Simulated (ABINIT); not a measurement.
**SiO2 (Quartz): a self-consistent loop beyond G0W0, cycle by cycle**

Wanted: G0W0 and self-consistent gaps of SiO2 (Quartz), with the cost of the cycles.

Program: ABINIT 10.8.3. Level of theory: LDA and many-body steps on it, plane waves. Results are calculated unless marked as measured.

Most raw output is cut from this account.

### 1. Set-up

It takes space group P3_121 (No. 152, trigonal). Conventional cell: a = 4.916 Å, b = 4.916 Å, c = 5.409 Å, α = 90.00°, β = 90.00°, γ = 120.00°. Nearest to Si lie 4 O at 1.61 Å. Nearest to O lie 2 Si at 1.61 Å. Farther neighbours and most contacts between anions are not listed.

The cell and positions come from the Crystallography Open Database and are kept as given unless a step says otherwise.

### 2. Empty states on the mesh, 3×3×2 mesh, 177 bands

This step: ABINIT 10.8.3; DFT, LDA, plane waves, norm-conserving pseudopotentials.

The sums over transitions need many empty states on a uniform mesh; this step solves for them.

The input, run.abi:

```
acell 3*1.0 Angstrom
rprim 
  4.915799999986 0.000000000003 0.000000000000
  -2.457899999996 4.257207679910 0.000000000000
  0.000000000000 0.000000000000 5.409100000000
ntypat 2
znucl 14 8
natom 9
typat 1 1 1 2 2 2 2 2 2
xred 
  0.530300000000 0.000000000000 0.333333333333
  0.000000000000 0.530300000000 0.666666666667
  0.469700000000 0.469700000000 -0.000000000000
  0.146200000000 0.414200000000 0.881000000000
  0.585800000000 0.732000000000 0.214333333333
  0.268000000000 0.853800000000 0.547666666667
  0.414200000000 0.146200000000 0.119000000000
  0.732000000000 0.585800000000 0.785666666667
  0.853800000000 0.268000000000 0.452333333333
pp_dirpath "pseudos"
pseudos "Si.upf, O.upf"
ecut 36
ngkpt 3 3 2
nshiftk 1
shiftk 0 0 0
kptopt 1
chksymbreak 0
iscf -2
irdden 1
istwfk *1
nband 177
nbdbuf 16
tolwfr 1e-09
nstep 60
prtvol 0
indata_prefix "in"
outdata_prefix "out"
tmpdata_prefix "tmp"
```

On the command line:

```
> OMP_NUM_THREADS=1 mpirun -n 6 abinit run.abi > log
```

The job ended after 1.7 min (6 MPI ranks of Arm Neoverse N1, shared host; peak memory 0.68 GiB).

Numbers from this step:

* gap: 5.801 eV
* k of the valence top: 0.3333, 0.3333, 0
* k of the conduction bottom: 0, 0, 0
* least direct gap: 6.126 eV
* k points computed: 6
* lowest point of the top converged band, above the valence top: 60.7804 eV

On this mesh the gap is 5.801 eV.

The density comes from a self-consistent run that is not shown.

### 3. Screening, 3×3×2 mesh, 161 bands, screening to 130.6 eV

The RPA dielectric matrix is built and inverted for each q.

This step: RPA screening on LDA, plane waves, norm-conserving pseudopotentials.

run.abi: that of step 2 with these lines changed.

```diff
@@ -27,10 +27,11 @@
 chksymbreak 0
-iscf -2
-irdden 1
 istwfk *1
-nband 177
-nbdbuf 16
-tolwfr 1e-09
-nstep 60
-prtvol 0
+occopt 1
+irdwfk 1
+optdriver 3
+nband 161
+ecuteps 4.8
+inclvkb 2
+awtr 1
+symchi 1
 indata_prefix "in"
```

On the command line:

```
> OMP_NUM_THREADS=1 mpirun -n 8 abinit run.abi > log
```

Elapsed: 1.9 min, on 8 MPI ranks; peak memory 3.1 GiB.

Numbers from this step:

```
ε∞ with local fields, on this mesh, along the program's q direction : 2.386
the same without local fields                                       : 2.593
plasma frequency                                                    : 24.18 eV
plane waves in the screening matrix                                 : 389
```

Local fields lower ε∞ by 8 %. On a Γ-centred mesh this coarse the value itself is usually too large, while a short band sum pulls it down.

### 4. G0W0

The self-energy is evaluated for the states that the input lists, and the levels follow from it, in one-shot runs by the linearised quasiparticle equation.

This step: G0W0 on LDA, plane waves, norm-conserving pseudopotentials.

run.abi: that of step 3 with these lines changed.

```diff
@@ -30,8 +30,17 @@
 irdwfk 1
-optdriver 3
+optdriver 4
 nband 161
+gwcalctyp 0
+ecutsigx 36
+symsigma 1
+nkptgw 2
+kptgw 
+  0.3333333333 0.3333333333 0.0000000000
+  0.0000000000 0.0000000000 0.0000000000
+bdgw 
+  22 26
+  23 27
 ecuteps 4.8
-inclvkb 2
-awtr 1
-symchi 1
+irdscr 1
+ppmodel 1
 indata_prefix "in"
```

Wall time 24 s (8 MPI ranks); peak memory 2.2 GiB; 3.2 min of CPU time.

This step gave:

```yaml
g0w0_gap_on_the_points_computed: 8.757 eV
starting_gap_on_the_mesh: 5.801 eV
k_of_the_valence_top: 0.3333, 0.3333, 0
k_of_the_conduction_bottom: 0, 0, 0
z_at_the_valence_top: 0.815
z_at_the_conduction_bottom: 0.869
least_direct_g0w0_gap_on_the_computed_points: 9.134 eV
```

The gap on the mesh goes from 5.80 eV to 8.76 eV, a correction of +2.96 eV.

### 5. evGW0, cycle 1

This step: evGW0 on LDA, plane waves, norm-conserving pseudopotentials.

run.abi: that of step 4 with these lines changed.

```diff
@@ -32,12 +32,20 @@
 nband 161
-gwcalctyp 0
+gwcalctyp 10
 ecutsigx 36
 symsigma 1
-nkptgw 2
+nkptgw 6
 kptgw 
+  0.0000000000 0.0000000000 0.0000000000
+  0.3333333333 0.0000000000 0.0000000000
   0.3333333333 0.3333333333 0.0000000000
-  0.0000000000 0.0000000000 0.0000000000
+  0.0000000000 0.0000000000 0.5000000000
+  0.3333333333 0.0000000000 0.5000000000
+  0.3333333333 0.3333333333 0.5000000000
 bdgw 
-  22 26
-  23 27
+  7 32
+  7 32
+  7 32
+  7 32
+  7 32
+  7 32
 ecuteps 4.8
```

Wall time 6.8 min (8 MPI ranks); peak memory 4.7 GiB; 54 min of CPU time.

This step gave:

| Property | Result |
| --- | --- |
| quasiparticle gap on the mesh | 9.307 eV |
| gap of the density functional on the mesh | 5.801 eV |
| k of the valence top | 0.3333, 0.3333, 0 |
| k of the conduction bottom | 0, 0, 0 |
| Z at the valence top | 0.815 |
| Z at the conduction bottom | 0.869 |
| least direct quasiparticle gap on the computed points | 9.695 eV |

Against G0W0 in ABINIT (3×3×2 mesh, 161 bands, screening to 130.6 eV, Godby-Needs plasmon pole), the gap moves by +0.550 eV. This first cycle still uses the starting levels; it takes the full correction, at all points of the mesh, and its linearised value is 8.757 eV.

### 6. evGW0, cycle 2

The corrected levels of the last cycle go back in.

run.abi: that of step 5 with these lines changed.

```diff
@@ -53,2 +53,3 @@
 ppmodel 1
+irdqps 1
 indata_prefix "in"
```

The job ended after 7.3 min (8 MPI ranks; peak memory 4.7 GiB; 59 min of CPU time).

Numbers from this step:

```yaml
quasiparticle_gap_on_the_mesh: 9.176 eV
gap_of_the_density_functional_on_the_mesh: 5.801 eV
k_of_the_valence_top: 0.3333, 0.3333, 0
k_of_the_conduction_bottom: 0, 0, 0
least_direct_quasiparticle_gap_on_the_computed_points: 9.553 eV
```

Against the cycle before, the gap moves by −0.131 eV.

### 7. evGW0, cycle 3

run.abi is that of step 6.

It took 7.3 min on 8 MPI ranks; peak memory 4.7 GiB; 58 min of CPU time.

This step gave:

- quasiparticle gap on the mesh: 9.173 eV
- gap of the density functional on the mesh: 5.801 eV
- k of the valence top: 0.3333, 0.3333, 0
- k of the conduction bottom: 0, 0, 0
- least direct quasiparticle gap on the computed points: 9.553 eV

Against the cycle before, the gap moves by −0.003 eV.

### 8. Screening, 3×3×2 mesh, 161 bands, screening to 130.6 eV

This step: RPA screening on LDA, plane waves, norm-conserving pseudopotentials.

run.abi: that of step 7 with these lines changed.

```diff
@@ -30,26 +30,13 @@
 irdwfk 1
-optdriver 4
+optdriver 3
 nband 161
+ecuteps 4.8
+inclvkb 2
+awtr 1
+symchi 1
 gwcalctyp 10
-ecutsigx 36
-symsigma 1
-nkptgw 6
-kptgw 
-  0.0000000000 0.0000000000 0.0000000000
-  0.3333333333 0.0000000000 0.0000000000
-  0.3333333333 0.3333333333 0.0000000000
-  0.0000000000 0.0000000000 0.5000000000
-  0.3333333333 0.0000000000 0.5000000000
-  0.3333333333 0.3333333333 0.5000000000
-bdgw 
-  7 32
-  7 32
-  7 32
-  7 32
-  7 32
-  7 32
-ecuteps 4.8
-irdscr 1
-ppmodel 1
-irdqps 1
+mbpt_sciss 3.720 eV
+nqptdm 1
+qptdm 
+  0 0 0
 indata_prefix "in"
```

Run time: 47 s. Hardware: 8 MPI ranks; peak memory 3.2 GiB; 6.2 min of CPU time.

Numbers from this step:

```yaml
eps_infinity_with_local_fields_on_this_mesh_along_the_program_s_q_direction: 2.102
the_same_without_local_fields: 2.248
plasma_frequency: 24.18 eV
plane_waves_in_the_screening_matrix: 389
```

This screening uses the functional's bands under a rigid shift, the mean opening of the cycle before.

### 9. Screening, 3×3×2 mesh, 161 bands, screening to 130.6 eV

This step: RPA screening on LDA from quasiparticle energies, plane waves, norm-conserving pseudopotentials.

run.abi: that of step 8 with these lines changed.

```diff
@@ -36,7 +36,11 @@
 symchi 1
+irdqps 1
 gwcalctyp 10
-mbpt_sciss 3.720 eV
-nqptdm 1
+nqptdm 5
 qptdm 
-  0 0 0
+  0.3333333333 0.0000000000 0.0000000000
+  0.3333333333 0.3333333333 0.0000000000
+  0.0000000000 0.0000000000 0.5000000000
+  0.3333333333 0.0000000000 0.5000000000
+  0.3333333333 0.3333333333 0.5000000000
 indata_prefix "in"
```

The input, mrgscr.stdin:

```
2
merged
q0_SCR
out_SCR
1
```

On the command line:

```
> OMP_NUM_THREADS=1 mpirun -n 8 abinit run.abi > log; mrgscr < mrgscr.stdin
```

The job ended after 63 s (8 MPI ranks; peak memory 2.6 GiB; 8.3 min of CPU time).

This step gave:

* plasma frequency: 24.18 eV
* plane waves in the screening matrix: 389

This screening reads the quasiparticle levels of the cycle before.

### 10. evGW, cycle 1

This step: evGW on LDA, plane waves, norm-conserving pseudopotentials.

run.abi: that of step 9 with these lines changed.

```diff
@@ -30,12 +30,10 @@
 irdwfk 1
-optdriver 3
+optdriver 4
 nband 161
-ecuteps 4.8
-inclvkb 2
-awtr 1
-symchi 1
-irdqps 1
 gwcalctyp 10
-nqptdm 5
-qptdm 
+ecutsigx 36
+symsigma 1
+nkptgw 6
+kptgw 
+  0.0000000000 0.0000000000 0.0000000000
   0.3333333333 0.0000000000 0.0000000000
@@ -45,2 +43,13 @@
   0.3333333333 0.3333333333 0.5000000000
+bdgw 
+  7 32
+  7 32
+  7 32
+  7 32
+  7 32
+  7 32
+ecuteps 4.8
+irdscr 1
+ppmodel 1
+irdqps 1
 indata_prefix "in"
```

On the command line:

```
> OMP_NUM_THREADS=1 mpirun -n 8 abinit run.abi > log
```

The job ended after 6.7 min (8 MPI ranks; peak memory 4.7 GiB).

Numbers from this step:

```yaml
quasiparticle_gap_on_the_mesh: 9.761 eV
gap_of_the_density_functional_on_the_mesh: 5.801 eV
k_of_the_valence_top: 0.3333, 0.3333, 0
k_of_the_conduction_bottom: 0, 0, 0
least_direct_quasiparticle_gap_on_the_computed_points: 10.14 eV
```

Against G0W0 in ABINIT (3×3×2 mesh, 161 bands, screening to 130.6 eV, Godby-Needs plasmon pole), the gap moves by +1.004 eV.

### 11. Screening, 3×3×2 mesh, 161 bands, screening to 130.6 eV

This step: RPA screening on LDA, plane waves, norm-conserving pseudopotentials.

run.abi: that of step 10 with these lines changed.

```diff
@@ -30,26 +30,13 @@
 irdwfk 1
-optdriver 4
+optdriver 3
 nband 161
+ecuteps 4.8
+inclvkb 2
+awtr 1
+symchi 1
 gwcalctyp 10
-ecutsigx 36
-symsigma 1
-nkptgw 6
-kptgw 
-  0.0000000000 0.0000000000 0.0000000000
-  0.3333333333 0.0000000000 0.0000000000
-  0.3333333333 0.3333333333 0.0000000000
-  0.0000000000 0.0000000000 0.5000000000
-  0.3333333333 0.0000000000 0.5000000000
-  0.3333333333 0.3333333333 0.5000000000
-bdgw 
-  7 32
-  7 32
-  7 32
-  7 32
-  7 32
-  7 32
-ecuteps 4.8
-irdscr 1
-ppmodel 1
-irdqps 1
+mbpt_sciss 4.341 eV
+nqptdm 1
+qptdm 
+  0 0 0
 indata_prefix "in"
```

Wall time 47 s (8 MPI ranks); peak memory 3.1 GiB; 6.3 min of CPU time.

This step gave:

* ε∞ with local fields, on this mesh, along the program's q direction: 2.066
* the same without local fields: 2.206
* plasma frequency: 24.18 eV
* plane waves in the screening matrix: 389

This screening uses the functional's bands under a rigid shift, the mean opening of the cycle before.

### 12. Screening, 3×3×2 mesh, 161 bands, screening to 130.6 eV

This step: RPA screening on LDA from quasiparticle energies, plane waves, norm-conserving pseudopotentials.

run.abi: that of step 11 with these lines changed.

```diff
@@ -36,7 +36,11 @@
 symchi 1
+irdqps 1
 gwcalctyp 10
-mbpt_sciss 4.341 eV
-nqptdm 1
+nqptdm 5
 qptdm 
-  0 0 0
+  0.3333333333 0.0000000000 0.0000000000
+  0.3333333333 0.3333333333 0.0000000000
+  0.0000000000 0.0000000000 0.5000000000
+  0.3333333333 0.0000000000 0.5000000000
+  0.3333333333 0.3333333333 0.5000000000
 indata_prefix "in"
```

mrgscr.stdin is that of step 9.

On the command line:

```
> OMP_NUM_THREADS=1 mpirun -n 8 abinit run.abi > log; mrgscr < mrgscr.stdin
```

Wall time 69 s (8 MPI ranks); peak memory 2.6 GiB.

Numbers from this step:

```yaml
plasma_frequency: 24.18 eV
plane_waves_in_the_screening_matrix: 389
```

This screening reads the quasiparticle levels of the cycle before.

### 13. evGW, cycle 2

This step: evGW on LDA, plane waves, norm-conserving pseudopotentials.

run.abi: that of step 12 with these lines changed.

```diff
@@ -30,12 +30,10 @@
 irdwfk 1
-optdriver 3
+optdriver 4
 nband 161
-ecuteps 4.8
-inclvkb 2
-awtr 1
-symchi 1
-irdqps 1
 gwcalctyp 10
-nqptdm 5
-qptdm 
+ecutsigx 36
+symsigma 1
+nkptgw 6
+kptgw 
+  0.0000000000 0.0000000000 0.0000000000
   0.3333333333 0.0000000000 0.0000000000
@@ -45,2 +43,13 @@
   0.3333333333 0.3333333333 0.5000000000
+bdgw 
+  7 32
+  7 32
+  7 32
+  7 32
+  7 32
+  7 32
+ecuteps 4.8
+irdscr 1
+ppmodel 1
+irdqps 1
 indata_prefix "in"
```

On the command line:

```
> OMP_NUM_THREADS=1 mpirun -n 8 abinit run.abi > log
```

Run time: 6.7 min. Hardware: 8 MPI ranks; peak memory 4.7 GiB.

This step gave:

```
quasiparticle gap on the mesh                         : 9.825 eV
gap of the density functional on the mesh             : 5.801 eV
k of the valence top                                  : 0.3333, 0.3333, 0
k of the conduction bottom                            : 0, 0, 0
least direct quasiparticle gap on the computed points : 10.21 eV
```

Against the cycle before, the gap moves by +0.064 eV.

### 14. Screening, 3×3×2 mesh, 161 bands, screening to 130.6 eV

This step: RPA screening on LDA, plane waves, norm-conserving pseudopotentials.

run.abi: that of step 13 with these lines changed.

```diff
@@ -30,26 +30,13 @@
 irdwfk 1
-optdriver 4
+optdriver 3
 nband 161
+ecuteps 4.8
+inclvkb 2
+awtr 1
+symchi 1
 gwcalctyp 10
-ecutsigx 36
-symsigma 1
-nkptgw 6
-kptgw 
-  0.0000000000 0.0000000000 0.0000000000
-  0.3333333333 0.0000000000 0.0000000000
-  0.3333333333 0.3333333333 0.0000000000
-  0.0000000000 0.0000000000 0.5000000000
-  0.3333333333 0.0000000000 0.5000000000
-  0.3333333333 0.3333333333 0.5000000000
-bdgw 
-  7 32
-  7 32
-  7 32
-  7 32
-  7 32
-  7 32
-ecuteps 4.8
-irdscr 1
-ppmodel 1
-irdqps 1
+mbpt_sciss 4.402 eV
+nqptdm 1
+qptdm 
+  0 0 0
 indata_prefix "in"
```

The job ended after 48 s (8 MPI ranks; peak memory 3.1 GiB).

This step gave:

* ε∞ with local fields, on this mesh, along the program's q direction: 2.063
* the same without local fields: 2.202
* plasma frequency: 24.18 eV
* plane waves in the screening matrix: 389

This screening uses the functional's bands under a rigid shift, the mean opening of the cycle before.

### 15. Screening, 3×3×2 mesh, 161 bands, screening to 130.6 eV

This step: RPA screening on LDA from quasiparticle energies, plane waves, norm-conserving pseudopotentials.

run.abi: that of step 14 with these lines changed.

```diff
@@ -36,7 +36,11 @@
 symchi 1
+irdqps 1
 gwcalctyp 10
-mbpt_sciss 4.402 eV
-nqptdm 1
+nqptdm 5
 qptdm 
-  0 0 0
+  0.3333333333 0.0000000000 0.0000000000
+  0.3333333333 0.3333333333 0.0000000000
+  0.0000000000 0.0000000000 0.5000000000
+  0.3333333333 0.0000000000 0.5000000000
+  0.3333333333 0.3333333333 0.5000000000
 indata_prefix "in"
```

mrgscr.stdin is that of step 12.

On the command line:

```
> OMP_NUM_THREADS=1 mpirun -n 8 abinit run.abi > log; mrgscr < mrgscr.stdin
```

Elapsed: 71 s, on 8 MPI ranks; peak memory 2.6 GiB.

Numbers from this step:

```
plasma frequency                    : 24.18 eV
plane waves in the screening matrix : 389
```

This screening reads the quasiparticle levels of the cycle before.

### 16. evGW, cycle 3

This step: evGW on LDA, plane waves, norm-conserving pseudopotentials.

run.abi: that of step 15 with these lines changed.

```diff
@@ -30,12 +30,10 @@
 irdwfk 1
-optdriver 3
+optdriver 4
 nband 161
-ecuteps 4.8
-inclvkb 2
-awtr 1
-symchi 1
-irdqps 1
 gwcalctyp 10
-nqptdm 5
-qptdm 
+ecutsigx 36
+symsigma 1
+nkptgw 6
+kptgw 
+  0.0000000000 0.0000000000 0.0000000000
   0.3333333333 0.0000000000 0.0000000000
@@ -45,2 +43,13 @@
   0.3333333333 0.3333333333 0.5000000000
+bdgw 
+  7 32
+  7 32
+  7 32
+  7 32
+  7 32
+  7 32
+ecuteps 4.8
+irdscr 1
+ppmodel 1
+irdqps 1
 indata_prefix "in"
```

On the command line:

```
> OMP_NUM_THREADS=1 mpirun -n 8 abinit run.abi > log
```

Elapsed: 6.7 min, on 8 MPI ranks; peak memory 4.7 GiB.

This step gave:

* quasiparticle gap on the mesh: 9.831 eV
* gap of the density functional on the mesh: 5.801 eV
* k of the valence top: 0.3333, 0.3333, 0
* k of the conduction bottom: 0, 0, 0
* least direct quasiparticle gap on the computed points: 10.21 eV

Against the cycle before, the gap moves by +0.006 eV.

### 17. The runs together

Times are wall times on 8 MPI ranks of Arm Neoverse N1, shared host, good to a factor of about two. A run's time includes the screening step that it read.

| run | mesh | bands | screening cutoff (eV) | DFT gap (eV) | gap on the mesh (eV) | direct (eV) | ε∞ used | time |
| --- | --- | --- | --- | --- | --- | --- | --- | --- |
| G0W0 | 3×3×2 | 161 | 130.6 | 5.801 | 8.757 | 9.134 | 2.39 | 2.3 min |
| evGW0, cycle 1 | 3×3×2 | 161 | 130.6 | 5.801 | 9.307 | 9.695 | 2.39 | 8.7 min |
| evGW0, cycle 2 | 3×3×2 | 161 | 130.6 | 5.801 | 9.176 | 9.553 | 2.39 | 9.2 min |
| evGW0, cycle 3 | 3×3×2 | 161 | 130.6 | 5.801 | 9.173 | 9.553 | 2.39 | 9.2 min |
| evGW, cycle 1 | 3×3×2 | 161 | 130.6 | 5.801 | 9.761 | 10.143 | 2.10 | 8.5 min |
| evGW, cycle 2 | 3×3×2 | 161 | 130.6 | 5.801 | 9.825 | 10.207 | 2.07 | 8.7 min |
| evGW, cycle 3 | 3×3×2 | 161 | 130.6 | 5.801 | 9.831 | 10.213 | 2.06 | 8.6 min |

### 18. Results

* G0W0: 8.757 eV
* evGW0, cycle 1: 9.307 eV
* evGW0, cycle 2: 9.176 eV
* evGW0, cycle 3: 9.173 eV
* evGW, cycle 1: 9.761 eV
* evGW, cycle 2: 9.825 eV
* evGW, cycle 3: 9.831 eV
* known limits: not at the basis limit; coarse k mesh

In words: Only the bands that the input lists are updated; the others, empty or deep, keep the functional's energies or take a rigid shift. The evGW loop starts from the last levels of evGW0, so its cycles and time come on top of those. evGW0 ends at 9.17 eV, +0.42 eV from G0W0, after 3 cycles that took 21 min beside the first screening; the last moved the gap by 0.003 eV. evGW ends at 9.83 eV, +1.07 eV from G0W0, after 3 cycles that took 26 min beside the first screening; the last moved the gap by 0.006 eV. The first cycle of evGW0 takes the full correction, without the factor Z, so it overshoots the one-shot value. Bands and cutoff are finite, so the gap is not at the basis limit. The miss can reach some tenths of an eV and take either sign; the mesh is an error of its own. The 3×3×2 mesh is coarse for this cell, which bears on the long-range parts of exchange and screening. In the updated screening the q = 0 part is built from Kohn-Sham bands under a rigid shift, the other q from the quasiparticle levels.

[Paths, hosts, dates, memory and timing lines, banners, echoed tables and standing remarks are left out of the program output.]

[Logs are printed without paths, hosts, clocks, repeated set-up lines and the standing remarks that a program may print on its own settings, such as how far it seeks lower states.]

[Runs of the session that timed out or met a known fault of the program may be left out.]

[Hosts, paths, dates, database ids (printed as entryN), source tags and the programs' standing remarks are cut or masked in the printed files.]

[G0W0 gaps are taken among the corrected bands and points alone; a level outside them can change the order at an edge.]

[Where Ansatz stands beside ABINIT at settings called matched, ABINIT's density can come from a denser mesh and the files from another edition; pairs whose starting gaps differed by over 0.03 eV were left out, so agreement reads better than it is.]
